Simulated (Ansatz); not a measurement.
**AlBP2 (built on the sites of a database entry of BP): from the cell to its phonons**

Task: relax AlBP2 (built on the sites of a database entry of BP), then find its harmonic phonons.

Program: Ansatz 0.2.0. Level of theory: DFT PBEsol, scalar-relativistic, plane waves, norm-conserving pseudopotentials. Results are calculated unless marked as measured.

The structure was built from a prototype and need not be the compound's stable phase.

### Step 1. Starting point

It takes space group P3m1 (No. 156, trigonal). The conventional cell has a = 3.436 Å, b = 3.436 Å, c = 5.701 Å, α = 90.00°, β = 90.00°, γ = 120.00°. Al has 4 P at 2.11 to 2.13 Å nearest. Nearest to B lie 4 P at 2.11 to 2.13 Å. Nearest to P lie 3 B at 2.11 Å and 1 Al at 2.13 Å. P has 3 Al at 2.11 Å and 1 B at 2.13 Å nearest. Farther neighbours are not listed.

### Step 2. Rough relaxation

A rough relaxation comes first, because large forces or stress need no tight tolerances yet.

input.yaml

```yaml
crystal:
  lattice:
    - [3.43627, 0.0, 0.0]
    - [-1.71814, 2.9759, 0.0]
    - [0.0, 0.0, 5.70149]
  atoms:
    - { symbol: Al, position: [0.66666667, 0.33333333, 0.50040734] }
    - { symbol: B, position: [0.33333333, 0.66666667, 0.00040734] }
    - { symbol: P, position: [0.66666667, 0.33333333, 0.87459266] }
    - { symbol: P, position: [0.33333333, 0.66666667, 0.37459266] }
kpoints:
  mp_grid: { grid: [6, 6, 4] }
hamiltonian:
  xc: pbesol
  pseudopotentials: { kind: nc }
scf:
  occupations: { method: gaussian, width: 0.1 }
output:
  forces: true
  stress: true
  eigenvalues: true
relax:
  adjacent_minimum: "off"
  f_tol: 0.05
  max_steps: 80
  cell: { stress_tol: 0.5 }
```

Started as:

```bash
ansatz run input.yaml --threads 4 --pin off --max-ram 7168MiB --backend cpu --events-out ev --progress --plain --runs-dir out
```

Numbers of over 12 decimals in the logs are rounded to 6 here.

The log of the run:

```text
The last accepted step is kept in <dir> (removed where the run ends without a failure and the disk answers)
Engine: ansatz 0.2.0, aarch64-unknown-linux-gnu
Pseudopotentials: kind: nc
Pseudopotential: Al, nc, valence charge 3, recommended cutoff 544.227725 eV (normal), Al.nc.azcp (PseudoDojo's, or run here from an input of PseudoDojo's: the run reads no file of this project's for it)
[...]
cell:  # Å, volume = 63.3383 Å³
    - [3.494272, 2.935476042736667e-6, 0]
    - [-1.747138, 3.026126, 7.43050762030571e-18]
    - [0, 1.423601763661466e-17, 5.989936]
  atoms:
    - { symbol: Al, position: [0.666667, 0.333333, 0.506306] }
    - { symbol: B, position: [0.333333, 0.666667, 0.00490293] }
    - { symbol: P, position: [0.666667, 0.333333, 0.903228] }
    - { symbol: P, position: [0.333333, 0.666667, 0.335563] }
[key lines of the parts left out:]
SCF converged after 4 iterations
Free energy (F): -520.486073 eV
Fermi energy:    7.818732 eV
P = ⅓ Tr σ = -0.2908 GPa (-2.908 kbar)
```

The job ended after 16 s (4 threads of Arm Neoverse N1, shared host; peak memory 0.42 GiB).

Step by step:

```
step  energy less that of the first step (eV)  largest force component (eV/Å)  pressure (GPa)  volume (Å³)
   1                                   0.0000                          4.5876           17.61        58.30
   2                                  -0.9907                          1.2248            2.40        62.27
   3                                  -1.1311                          0.4030           -1.87        63.90
   4                                  -1.1441                          0.0367           -0.30        63.34
  5*                                  -1.1447                          0.0367           -0.29        63.34
```

Relaxation steps marked * repeat the geometry before them on a plane-wave basis chosen anew for their cell, so energy and pressure can jump there.

Forces are held to the 6 operations that the run works with; a distortion that breaks them can't arise in this run.

```
conventional cell, symmetrised  before  after  change
                         a (Å)   3.436  3.494  +1.7 %
                         b (Å)   3.436  3.494  +1.7 %
                         c (Å)   5.701  5.990  +5.1 %
              volume (Å³/atom)   14.58  15.83  +8.6 %
```

The atoms that moved most (Å, as changes of fractional coordinates times the final cell):

```
atom     dx     dy      dz  length
  P4  0.000  0.000  -0.234   0.234
  P3  0.000  0.000   0.172   0.172
 Al1  0.000  0.000   0.035   0.035
  B2  0.000  0.000   0.027   0.027
```

The relaxed structure:

```cif
data_structure
_symmetry_space_group_name_H-M 'P 1'
_symmetry_Int_Tables_number 1
_cell_length_a 3.4943
_cell_length_b 3.4943
_cell_length_c 5.9899
_cell_angle_alpha 90.000
_cell_angle_beta 90.000
_cell_angle_gamma 120.000
_cell_volume 63.34
loop_
_atom_site_label
_atom_site_type_symbol
_atom_site_fract_x
_atom_site_fract_y
_atom_site_fract_z
_atom_site_occupancy
Al1 Al 0.66667 0.33333 0.50631 1
B2 B 0.33333 0.66667 0.00490 1
P3 P 0.66667 0.33333 0.90323 1
P4 P 0.33333 0.66667 0.33556 1
```

A gap read on the k-mesh alone can miss the band edges.

Numbers from this step:

| Quantity | Value |
| --- | --- |
| pressure | -0.2908 GPa |
| volume per atom | 15.83 Å³ |
| gap on the k-mesh | 0.4655 eV |
| direct gap on mesh | 1.199 eV |

In this step the volume went from 14.58 to 15.83 Å³/atom.

### Step 3. Bringing the structure to rest

Harmonic phonons are second derivatives at a point where the forces vanish, and they are wanted at zero stress, so atoms and cell are relaxed first.

input.yaml

```yaml
crystal:
  lattice:
    - [3.4942715679, 2.9355e-06, 0.0]
    - [-1.7471383262, 3.0261264778, 0.0]
    - [0.0, 0.0, 5.9899360317]
  atoms:
    - { symbol: Al, position: [0.6666666667, 0.3333333333, 0.5063055596] }
    - { symbol: B, position: [0.3333333333, 0.6666666667, 0.0049029271] }
    - { symbol: P, position: [0.6666666667, 0.3333333333, 0.9032284421] }
    - { symbol: P, position: [0.3333333333, 0.6666666667, 0.3355630712] }
kpoints:
  mp_grid: { grid: [12, 12, 6] }
hamiltonian:
  xc: pbesol
  pseudopotentials: { kind: nc }
scf:
  occupations: { method: gaussian, width: 0.02 }
output:
  forces: true
  stress: true
  eigenvalues: true
relax:
  adjacent_minimum: "off"
  f_tol: 0.005
  max_steps: 80
  cell: { stress_tol: 0.05 }
```

The log of the run:

```text
[...]
Crystal: 4 atoms, lattice volume = 63.338 Å³
Basis set: ecut = 1034.032677 eV, 4729 PW (Γ), exchange–correlation on 80×80×128 points (8 copies of the dense FFT grid, shifted against one another)
Bands: 12, of which v1, the nominal top of the filled ones, is band 8 counted from 1 (7 counted from 0)
Symmetry: 6 space group operations
[...]
cell:  # Å, volume = 63.0827 Å³
    - [3.487261, 2.929628925719896e-6, -1.0076688383814027e-19]
    - [-1.743633, 3.020055, -1.1061094756787526e-19]
    - [-1.7273593110923266e-19, -3.1867341731102524e-19, 5.989775]
  atoms:
    - { symbol: Al, position: [0.666667, 0.333333, 0.506829] }
    - { symbol: B, position: [0.333333, 0.666667, 0.00498248] }
    - { symbol: P, position: [0.666667, 0.333333, 0.903159] }
    - { symbol: P, position: [0.333333, 0.666667, 0.335030] }
[key lines of the parts left out:]
SCF converged after 5 iterations
Free energy (F): -520.506994 eV
Fermi energy:    7.821641 eV
P = ⅓ Tr σ = -0.0004 GPa (-0.004 kbar)
```

The job ended after 62 s (4 threads; peak memory 0.59 GiB).

Relaxation path:

```
step  energy less that of the first step (eV)  largest force component (eV/Å)  pressure (GPa)  volume (Å³)
   1                                   0.0000                          0.0480           -0.37        63.34
   2                                  -0.0004                          0.0405           -0.14        63.16
   3                                  -0.0005                          0.0137            0.05        63.06
   4                                  -0.0005                          0.0026            0.00        63.08
  5*                                  -0.0005                          0.0026            0.00        63.08
```

Relaxation steps marked * repeat the geometry before them on a plane-wave basis chosen anew for their cell, so energy and pressure can jump there.

Forces are held to the 6 operations that the run works with; a distortion that breaks them can't arise in this run.

```
conventional cell, symmetrised  before  after  change
                         a (Å)   3.494  3.487  -0.2 %
                         b (Å)   3.494  3.487  -0.2 %
                         c (Å)   5.990  5.990  -0.0 %
              volume (Å³/atom)   15.83  15.77  -0.4 %
```

The relaxed structure:

```xyz
4
Lattice="3.4873 0.0000 0.0000 -1.7436 3.0201 0.0000 0.0000 0.0000 5.9898" Properties=species:S:1:pos:R:3 pbc="T T T"
Al    1.7436    1.0067    3.0358
B     0.0000    2.0134    0.0298
P     1.7436    1.0067    5.4097
P     0.0000    2.0134    2.0068
```

Numbers from this step:

```yaml
pressure: -3.97e-4 GPa
gap_on_the_k_mesh: 0.3154 eV
volume_per_atom: 15.77 Å³
direct_gap_on_mesh: 1.212 eV
```

In this step the volume went from 15.83 to 15.77 Å³/atom.

### Step 4. Relaxing to small forces for the phonons

Phonons need a cell at rest on their own settings, so the relaxation is repeated with tight tolerances on forces and stress on the k mesh and occupations of the first response run.

input.yaml, the sections that differ from step 3:

```yaml
crystal:
  lattice:
    - [3.4872606955, 2.9296e-06, 0.0]
    - [-1.7436328849, 3.0200548871, 0.0]
    - [0.0, 0.0, 5.9897752338]
  atoms:
    - { symbol: Al, position: [0.6666666667, 0.3333333333, 0.5068290715] }
    - { symbol: B, position: [0.3333333333, 0.6666666667, 0.0049824776] }
    - { symbol: P, position: [0.6666666667, 0.3333333333, 0.9031585388] }
    - { symbol: P, position: [0.3333333333, 0.6666666667, 0.3350299121] }
scf:
  occupations: { method: fixed }
relax:
  adjacent_minimum: "off"
  f_tol: 0.001
  max_steps: 60
  cell: { stress_tol: 0.01 }
# kpoints, hamiltonian, output: as in step 3
```

The log of the run:

```text
[...]
Crystal: 4 atoms, lattice volume = 63.083 Å³
Basis set: ecut = 1034.032677 eV, 4729 PW (Γ), exchange–correlation on 80×80×128 points (8 copies of the dense FFT grid, shifted against one another)
Bands: 12, of which v1, the nominal top of the filled ones, is band 8 counted from 1 (7 counted from 0)
Symmetry: 6 space group operations
[...]
--- Relaxed structure (3 steps of the walk, 3 accepted, 1 SCFs on fresh bases) ---
[...]
cell:  # Å, volume = 63.0813 Å³
    - [3.487204, 2.9295762543711816e-6, 0]
    - [-1.743604, 3.020005, 0]
    - [0, 0, 5.989840]
  atoms:
    - { symbol: Al, position: [0.666667, 0.333333, 0.506846] }
    - { symbol: B, position: [0.333333, 0.666667, 0.00496087] }
    - { symbol: P, position: [0.666667, 0.333333, 0.903157] }
    - { symbol: P, position: [0.333333, 0.666667, 0.335036] }
[key lines of the parts left out:]
SCF converged after 7 iterations
Free energy (F): -520.506994 eV
Fermi energy:    7.665254 eV
P = ⅓ Tr σ = -0.0006 GPa (-0.006 kbar)
```

It took 50 s on 4 threads; peak memory 0.58 GiB; 3.3 min of CPU time.

Little changed from the start: no atom moved by 0.005 Å and no cell edge by 0.1 %.

This step gave:

```
pressure          : -6.04e-4 GPa
gap on the k-mesh : 0.3148 eV
```

The largest force component left is 0.46 meV/Å and the pressure is -0.001 GPa, within the tolerances set. The cell now holds 15.77 Å³/atom.

[end of part 1 of 3]

[Logs are printed without paths, hosts, clocks, repeated set-up lines and the standing remarks that a program may print on its own settings, such as how far it seeks lower states.]

[Hosts, paths, dates, database ids (printed as entryN), source tags and the programs' standing remarks are cut or masked in the printed files.]
